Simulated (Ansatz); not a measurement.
# Simulated XPS, UPS and emission spectra of ScAl3, part 2 of 2

What would valence photoemission of ScAl3 look like, and what sets its shape?

Ansatz 0.2.0; DFT, PBE, plane-wave PAW, default files, scalar-relativistic (the session's first sound run).

So far, pressure (GPa): step 2 (the base run, PBE) 1.15; step 3 (with r²SCAN, r2SCAN) -0.146.

## Step 4: With PBEsol

This step: DFT, PBEsol, plane-wave PAW, default files, scalar-relativistic (Ansatz 0.2.0).

The run is repeated with PBEsol on the same cell, to see how much the levels hang on the functional.

input.yaml reads:

```yaml
crystal:
  lattice:
    - [4.08780657, 0.0, 0.0]
    - [0.0, 4.08780657, 0.0]
    - [0.0, 0.0, 4.08780657]
  atoms:
    - { symbol: Sc, position: [0.0, 0.0, 0.0] }
    - { symbol: Al, position: [0.5, 0.5, 0.0] }
    - { symbol: Al, position: [0.0, 0.5, 0.5] }
    - { symbol: Al, position: [0.5, 0.0, 0.5] }
kpoints:
  mp_grid: { grid: [10, 10, 10] }
  band_path:
    path:
      - [[0.0, 0.0, 0.0], [0.0, 0.5, 0.0], [0.5, 0.5, 0.0], [0.0, 0.0, 0.0], [0.5, 0.5, 0.5], [0.0, 0.5, 0.0]]
      - [[0.5, 0.5, 0.5], [0.5, 0.5, 0.0]]
    npoints: 15
scf:
  occupations: { method: fermi_dirac, width: 0.05 }
  n_extra_bands: 12
hamiltonian:
  xc: pbesol
  pseudopotentials: { kind: paw }
output:
  forces: true
  stress: true
  dos:
    projected: true
    de: 0.05
    e_range: [-30, 12]
    nscf_kmesh: { grid: [14, 14, 14] }
  fatbands: true
```

Command:

```bash
$ ansatz run input.yaml --threads 2 --pin off --max-ram 4096MiB --backend cpu --events-out ev --progress --plain --runs-dir out
```

Wall time 5.9 s (2 threads of Arm Neoverse V2, shared host); peak memory 0.37 GiB.

This step gave:

* free energy: -3686.9074 eV
* energy at zero smearing: -3686.9021 eV
* smearing term TS: 0.01057 eV
* Fermi energy: 9.182 eV
* pressure: -1.090 GPa
* share of occupied states in no projected shell: 0.0061 of the occupied states in the window
* DOS at the Fermi level: 1.381 states/eV/cell

Electronic bands along the path, in eV, zero at the Fermi level; # counts the bands kept:

```
          point     #3     #4     #5     #6     #7    #8    #9   #10
              Γ  -2.64  -1.82  -1.82  -1.82   1.21  1.28  1.28  1.28
0.47 of the way  -2.26  -1.77  -1.77  -0.46   1.08  1.08  1.43  2.58
              X  -1.72  -1.72  -1.50   0.86   0.99  0.99  1.33  1.62
0.53 of the way  -3.99  -2.78  -1.25  -0.14   1.04  1.30  2.29  2.52
              M  -5.63  -4.37  -0.55  -0.55   1.19  1.35  2.05  2.48
0.47 of the way  -4.71  -1.69  -1.48   0.07   0.09  1.25  2.64  2.69
              Γ  -2.64  -1.82  -1.82  -1.82   1.21  1.28  1.28  1.28
0.47 of the way  -4.35  -3.67  -1.07  -1.07   1.38  1.75  1.75  2.09
              R  -4.80  -4.48  -2.96  -2.96  -2.96  0.90  2.59  2.59
0.47 of the way  -3.91  -2.98  -2.54  -2.07  -0.28  2.18  2.50  2.66
              X  -1.72  -1.72  -1.50   0.86   0.99  0.99  1.33  1.62
      jump to R  -4.80  -4.48  -2.96  -2.96  -2.96  0.90  2.59  2.59
0.47 of the way  -5.28  -3.73  -2.27  -1.93  -1.93  1.89  2.54  3.13
              M  -5.63  -4.37  -0.55  -0.55   1.19  1.35  2.05  2.48
```

Of the projections kept (Sc s, Sc d, Al s, Al p, not projected), the largest for each band there; the rest of the weight can lie on other orbitals:

```
point         #3         #4         #5         #6         #7         #8                  #9        #10
    Γ  Sc d 0.53  Al p 0.98  Al p 0.98  Al p 0.98  Sc s 0.49  Sc d 0.91           Sc d 0.91  Sc d 0.91
    X  Al p 0.63  Al p 0.63  Sc d 0.59  Al s 0.98  Al p 0.93  Al p 0.93  not projected 0.36  Sc d 0.96
    M  Al p 0.49  Al p 0.73  Sc d 0.56  Sc d 0.56  Al p 0.95  Sc d 0.49           Sc d 0.78  Sc d 0.96
    Γ  Sc d 0.53  Al p 0.98  Al p 0.98  Al p 0.98  Sc s 0.49  Sc d 0.91           Sc d 0.91  Sc d 0.91
    R  Al s 0.68  Al p 1.00  Al p 0.97  Al p 0.97  Al p 0.97  Sc s 0.97           Sc d 0.99  Sc d 0.99
    X  Al p 0.63  Al p 0.63  Sc d 0.59  Al s 0.98  Al p 0.93  Al p 0.93  not projected 0.36  Sc d 0.96
```

The two runs compared:

```
                               quantity  this run  base run  difference
DOS at the Fermi level (states/eV/cell)    1.3806    1.3752     0.00540
```

Of the bands kept, 2 cross the Fermi level on this path.

## Step 5: Another volume

This step: DFT, PBE, plane-wave PAW, default files, scalar-relativistic (Ansatz 0.2.0).

A changed volume shows how band widths and levels follow the bond length.

The cell differs from the one that the last finished run ended in (a 4.088 → 4.033 Å, b 4.088 → 4.033 Å, c 4.088 → 4.033 Å).

input.yaml, the sections that differ from step 4:

```yaml
crystal:
  lattice:
    - [4.0325591682, 0.0, 0.0]
    - [0.0, 4.0325591682, 0.0]
    - [0.0, 0.0, 4.0325591682]
  atoms:
    - { symbol: Sc, position: [0.0, 0.0, 0.0] }
    - { symbol: Al, position: [0.5, 0.5, 0.0] }
    - { symbol: Al, position: [0.0, 0.5, 0.5] }
    - { symbol: Al, position: [0.5, 0.0, 0.5] }
hamiltonian:
  xc: pbe
  pseudopotentials: { kind: paw }
output:
  forces: true
  stress: true
  dos:
    projected: true
    de: 0.05
    e_range: [-30, 12]
    nscf_kmesh: { grid: [16, 16, 16] }
  fatbands: true
# kpoints, scf: as in step 4
```

Elapsed: 6.5 s, on 2 threads; peak memory 0.36 GiB; 13 s of CPU time.

This step gave:

```yaml
free_energy: -3750.0819 eV
energy_at_zero_smearing: -3750.0772 eV
smearing_term_ts: 0.009345 eV
fermi_energy: 9.722 eV
pressure: 5.190 GPa
share_of_occupied_states_in_no_projected_shell: 0.0062 of the occupied states in the window
dos_at_the_fermi_level: 1.265 states/eV/cell
```

Electronic bands along the path, in eV, zero at the Fermi level; # counts the bands kept:

```
          point     #3     #4     #5     #6     #7    #8    #9   #10
              Γ  -2.67  -1.84  -1.84  -1.84   1.24  1.32  1.32  1.32
0.53 of the way  -2.19  -1.80  -1.80  -0.23   1.10  1.10  1.51  2.48
              X  -1.78  -1.78  -1.56   1.05   1.05  1.09  1.34  1.69
0.47 of the way  -3.71  -2.55  -1.40  -0.01   1.00  1.36  2.40  2.81
              M  -5.70  -4.46  -0.57  -0.57   1.20  1.42  2.17  2.62
0.47 of the way  -4.81  -1.74  -1.52   0.09   0.14  1.30  2.76  2.81
              Γ  -2.67  -1.84  -1.84  -1.84   1.24  1.32  1.32  1.32
0.47 of the way  -4.40  -3.76  -1.10  -1.10   1.44  1.83  1.83  2.19
              R  -4.87  -4.62  -3.00  -3.00  -3.00  1.05  2.72  2.72
0.53 of the way  -3.69  -2.87  -2.46  -1.74   0.31  2.33  2.48  2.76
              X  -1.78  -1.78  -1.56   1.05   1.05  1.09  1.34  1.69
      jump to R  -4.87  -4.62  -3.00  -3.00  -3.00  1.05  2.72  2.72
0.47 of the way  -5.34  -3.79  -2.31  -1.97  -1.97  2.03  2.67  3.29
              M  -5.70  -4.46  -0.57  -0.57   1.20  1.42  2.17  2.62
```

Of the projections kept (Sc s, Sc d, Al s, Al p, not projected), the largest for each band there; the rest of the weight can lie on other orbitals:

```
point         #3         #4         #5         #6         #7         #8                  #9        #10
    Γ  Sc d 0.54  Al p 0.98  Al p 0.98  Al p 0.98  Sc s 0.50  Sc d 0.91           Sc d 0.91  Sc d 0.91
    X  Al p 0.63  Al p 0.63  Sc d 0.59  Al p 0.93  Al p 0.93  Al s 0.98  not projected 0.35  Sc d 0.96
    M  Al p 0.49  Al p 0.73  Sc d 0.56  Sc d 0.56  Al p 0.95  Sc d 0.49           Sc d 0.78  Sc d 0.96
    Γ  Sc d 0.54  Al p 0.98  Al p 0.98  Al p 0.98  Sc s 0.50  Sc d 0.91           Sc d 0.91  Sc d 0.91
    R  Al s 0.67  Al p 1.00  Al p 0.96  Al p 0.96  Al p 0.96  Sc s 0.97           Sc d 0.99  Sc d 0.99
    X  Al p 0.63  Al p 0.63  Sc d 0.59  Al p 0.93  Al p 0.93  Al s 0.98  not projected 0.35  Sc d 0.96
```

Simulated valence spectra by photon energy, shown to 13 eV, since a deeper line would dwarf them at some energies; the 100 % can be that line's tail at the edge; this run's widths, added to any smearing of the DOS itself: Gaussian 0.2 eV, Lorentzian 0.1 eV plus 0.03 an eV of depth. Intensity against binding energy, zero at the Fermi level; values in % of the maximum within 13 eV:

```
binding energy (eV)  21.2 eV  100 eV  1486.7 eV  9251.7 eV
               -1.0     1.18    1.26       1.77       1.05
               -0.5     2.50    2.53       2.63       1.59
                0.0     34.5    32.4       20.1       12.1
                0.5     66.2    62.3       37.3       22.0
                1.0     62.5    60.5       39.5       23.7
                1.5     96.1    95.3       60.6       33.7
                2.0     75.0    80.3       63.6       38.4
                2.5     49.8    57.4       62.0       44.4
                3.0     37.5    45.5       65.7       53.9
                3.5     29.9    37.2       66.5       59.4
                4.0     24.7    30.3       65.3       61.3
                4.5     25.2    31.0       79.8       77.6
                5.0     25.8    33.0       99.4       99.0
                5.5     19.0    27.6       95.3       96.1
                6.0     13.0    20.3       72.5       74.2
                6.5     10.2    16.0       56.8       58.6
                7.0     9.98    15.5       53.9       55.0
                7.5     8.41    13.7       52.9       53.4
                8.0     7.41    13.5       62.0       64.3
                8.5     5.82    11.5       61.1       65.8
                9.0     4.13    8.35       50.2       56.3
                9.5     2.97    5.89       40.1       46.4
               10.0     1.73    3.31       24.6       28.5
               10.5    0.595    1.19       8.02       7.93
               11.0    0.334   0.724       4.65       3.71
               11.5        -   0.571       3.74       2.52
               12.0        -   0.495       3.37       1.98
               12.5        -   0.453       3.23       1.69
```

Maxima picked by a test of local sharpness, so broad peaks and shoulders can be missing; peaks within 0.45 eV of a curve's cut are left out. Valence peaks, by row:

```
photon energy (eV)  binding energy (eV)  height (% of the maximum within 13 eV)  main shell  its share (%)
              21.2                  4.8                                   27.08       Sc 3d          77.07
              21.2                  1.6                                     100       Sc 3d           95.6
              21.2                  0.4                                   67.09       Sc 3d          96.68
               100                27.55                                   223.2       Sc 3p          99.51
               100                 4.85                                   33.76       Sc 3d          50.46
               100                  1.6                                     100       Sc 3d          78.65
               100                  0.4                                   62.98       Sc 3d          84.73
              1487                27.55                                    2341       Sc 3p          99.88
              1487                 8.25                                    64.9       Al 3s          81.73
              1487                 5.15                                     100       Al 3s          84.61
              1487                 3.45                                   66.62       Al 3s          67.37
              1487                 2.95                                   65.84       Al 3s          61.31
              1487                 1.65                                   64.56       Al 3s          40.35
              1487                  0.5                                   37.36       Al 3s          43.83
              9252                27.55                                   678.5       Sc 3p          99.67
              9252                  8.3                                   68.56       Al 3s          84.58
              9252                  5.2                                     100       Al 3s          92.85
```

Spectra as before, but with a recipe of its own (widths, and in some runs the light), which changes peak heights and what is resolved: Gaussian 0.2 eV, Lorentzian 0.1 eV plus 0.03 times the binding energy, linear light, analyser at 30°, Fermi edge at 20 K; some photon energies differ too.

The two runs compared:

```
                               quantity  this run  base run  difference
DOS at the Fermi level (states/eV/cell)    1.2649    1.3752      -0.110
```

## Step 6: Other settings: basis.ecutwfc = "500 eV" and hamiltonian.xc = "lda"

This step: DFT, LDA, plane-wave PAW, default files, scalar-relativistic; changed: basis.ecutwfc = "500 eV", hamiltonian.xc = "lda" (Ansatz 0.2.0).

Some settings are changed to see whether the read-outs move.

input.yaml reads:

```yaml
crystal:
  lattice:
    - [4.08780657, 0.0, 0.0]
    - [0.0, 4.08780657, 0.0]
    - [0.0, 0.0, 4.08780657]
  atoms:
    - { symbol: Sc, position: [0.0, 0.0, 0.0] }
    - { symbol: Al, position: [0.5, 0.5, 0.0] }
    - { symbol: Al, position: [0.0, 0.5, 0.5] }
    - { symbol: Al, position: [0.5, 0.0, 0.5] }
kpoints:
  mp_grid: { grid: [10, 10, 10] }
scf:
  occupations: { method: fermi_dirac, width: 0.05 }
  n_extra_bands: 12
hamiltonian:
  xc: lda
  pseudopotentials: { kind: paw }
output:
  forces: true
  stress: true
  dos:
    projected: true
    de: 0.05
    e_range: [-30, 12]
    nscf_kmesh: { grid: [14, 14, 14] }
basis:
  ecutwfc: "500 eV"
```

Wall time 4.9 s (2 threads); peak memory 0.38 GiB; 9.6 s of CPU time.

Numbers from this step:

| Property | Result |
| --- | --- |
| free energy | -3629.6157 eV |
| energy at zero smearing | -3629.6103 eV |
| smearing term TS | 0.01073 eV |
| Fermi energy | 9.022 eV |
| pressure | -3.690 GPa |
| share of occupied states in no projected shell | 0.0057 of the occupied states in the window |
| DOS at the Fermi level | 1.391 states/eV/cell |

Maxima picked by a test of local sharpness, so broad peaks and shoulders can be missing; peaks within 0.45 eV of a curve's cut are left out. Valence peaks, by row:

```
photon energy (eV)  binding energy (eV)  height (% of the maximum within 13 eV)  main shell  its share (%)
              21.2                 1.55                                     100       Sc 3d          94.93
               150                 27.5                                     228       Sc 3p          99.76
               150                  4.7                                   37.21       Sc 3d          45.29
               150                 1.55                                     100       Sc 3d          74.28
               600                 27.5                                   921.1       Sc 3p          99.88
               600                    5                                   74.12       Al 3s          61.77
               600                 1.65                                     100       Sc 3d          45.16
              1487                 27.5                                    1102       Sc 3p          99.89
              1487                  7.9                                   62.77       Al 3s          74.89
              1487                 5.05                                     100       Al 3s          78.16
              1487                 2.95                                   75.87       Al 3s          54.66
              1487                 1.75                                   79.57       Al 3s          34.87
              5950                 27.5                                   593.8       Sc 3p          99.83
              5950                    8                                   65.24       Al 3s          81.61
              5950                  5.1                                     100       Al 3s          88.76
```

Spectra as before, but with a recipe of its own (widths, and in some runs the light), which changes peak heights and what is resolved: Gaussian 0.45 eV, Lorentzian 0.2 eV plus 0.08 times the binding energy, unpolarised light, analyser at 54.7°, Fermi edge at 300 K; some photon energies differ too.

The two runs compared:

```
                               quantity  this run  base run  difference
DOS at the Fermi level (states/eV/cell)    1.3907    1.3752      0.0155
```

## Step 7: Other settings

This step: DFT, PBE, plane-wave PAW, default files, scalar-relativistic; changed: scf.eigensolver.kind = "davidson", basis.precision = "f64" (Ansatz 0.2.0).

Edit input.yaml of step 6 so:

```diff
@@ -15,4 +15,5 @@
   n_extra_bands: 12
+  eigensolver: { kind: davidson }
 hamiltonian:
-  xc: lda
+  xc: pbe
   pseudopotentials: { kind: paw }
@@ -27,2 +28,2 @@
 basis:
-  ecutwfc: "500 eV"
+  precision: f64
```

Wall time 4.4 s (2 threads); peak memory 0.34 GiB.

Numbers from this step:

- free energy: -3750.1348 eV
- energy at zero smearing: -3750.1295 eV
- smearing term TS: 0.01061 eV
- Fermi energy: 9.264 eV
- pressure: 1.146 GPa
- share of occupied states in no projected shell: 0.0061 of the occupied states in the window
- DOS at the Fermi level: 1.375 states/eV/cell

Simulated valence spectra by photon energy, shown to 13 eV, since a deeper line would dwarf them at some energies; the 100 % can be that line's tail at the edge; this run's widths, added to any smearing of the DOS itself: Gaussian 0.3 eV, Lorentzian 0.2 eV plus 0.05 an eV of depth. The intensity by binding energy, zero at the Fermi level; values in % of the maximum within 13 eV:

```
binding energy (eV)  21.2 eV  100 eV  1486.7 eV  8047.8 eV
                 -1     2.54    2.68       3.73       2.33
                  0     40.1    38.0       26.7       15.6
                  1     72.9    70.8       51.1       29.1
                  2     76.7    81.5       73.9       44.4
                  3     39.6    47.1       72.8       58.7
                  4     26.2    32.2       72.5       67.6
                  5     24.3    32.3       99.6       99.2
                  6     13.0    20.5       75.3       76.7
                  7     9.55    15.4       58.2       59.1
                  8     6.46    12.8       63.9       67.1
                  9     3.29    7.54       48.0       53.6
                 10     1.24    2.87       20.3       21.9
                 11    0.486    1.18       7.70       6.13
                 12        -   0.893       6.17       3.98
```

Spectra as before, but with a recipe of its own (widths, and in some runs the light), which changes peak heights and what is resolved: Gaussian 0.3 eV, Lorentzian 0.2 eV plus 0.05 times the binding energy, unpolarised light, analyser at 60°, Fermi edge at 300 K; some photon energies differ too.

The free energy moves by 0.0 meV an atom against the base run, the DOS at the Fermi level from 1.38 to 1.38 states/eV.

## Step 8: Summary of results

```yaml
least_gap_on_the_mesh_and_the_path: under 0.05 eV or none
strongest_listed_peak_within_13_ev_of_the_zero_at_1486p7_ev: 5.1 eV binding, mostly Al 3s
strongest_listed_peak_within_13_ev_of_the_zero_at_21p2_ev: 1.6 eV binding, mostly Sc 3d
sc_3d_centre_of_the_filled_part: -2.26 eV (2.3 states an atom)
pbe_6p3_s_on_2_threads: no clear gap, highest Al Kα peak within 13 eV at 5.1 eV (Al 3s)
r2scan_12_s_on_2_threads: no clear gap, highest Al Kα peak within 13 eV at 5.4 eV (Al 3s)
pbesol_5p9_s_on_2_threads: no clear gap, highest Al Kα peak within 13 eV at 5.1 eV (Al 3s)
volume_x_0p96_6p5_s_on_2_threads: no clear gap, highest Al Kα peak within 13 eV at 5.2 eV (Al 3s)
other_settings_4p9_s_on_2_threads: no clear gap, highest Al Kα peak within 13 eV at 5.0 eV (Al 3s)
other_settings_2_4p4_s_on_2_threads: no clear gap, highest Al Kα peak within 13 eV at 5.1 eV (Al 3s)
```

In words: ScAl3 is without a gap at the base level, and its valence spectrum changes with photon energy as the shells' cross sections do. At 21.2 eV the valence spectrum has its highest listed peaks within 10.8 eV at 0.5 eV (Sc 3d), 1.6 eV (Sc 3d) and 4.8 eV (Sc 3d). At 1486.7 eV the valence spectrum has its highest listed peaks within 13 eV at 1.6 eV (mixed, Al 3p leading), 2.9 eV (mixed, Al 3s leading), 3.5 eV (Al 3s), 5.1 eV (Al 3s) and 8.2 eV (Al 3s), and the deeper Sc 3p line at 27.7 eV is higher still (without the spin–orbit splitting that a measurement shows). The shell named is the one with most of the intensity, cross sections included, not always the one with most states there. At 21.2 eV the area is led by Sc 3d (90 %), at 5414.7 eV by Sc 3p (82 %), a shell that the model's window at 21.2 eV leaves out. These are Kohn–Sham levels; self-energy shifts and satellites are missing. Each run has its own recipe for the spectra (widths, photon energies, in some runs the light), so peak heights and places can differ between runs for that reason too. The structure comes from a computed Materials Project entry, not from a measurement.

[Logs are printed without paths, hosts, clocks, repeated set-up lines and the standing remarks that a program may print on its own settings, such as how far it seeks lower states.]

[Hosts, paths, dates, database ids (printed as entryN), source tags and the programs' standing remarks are cut or masked in the printed files.]

[Maps of the electrostatic potential energy from Ansatz leave out the sawtooth potential of an applied field or a dipole correction, so their vacuum need not be flat; work functions include it.]

[Peak lists hold at most the 14 tallest peaks of each spectrum; further lines can be left out.]
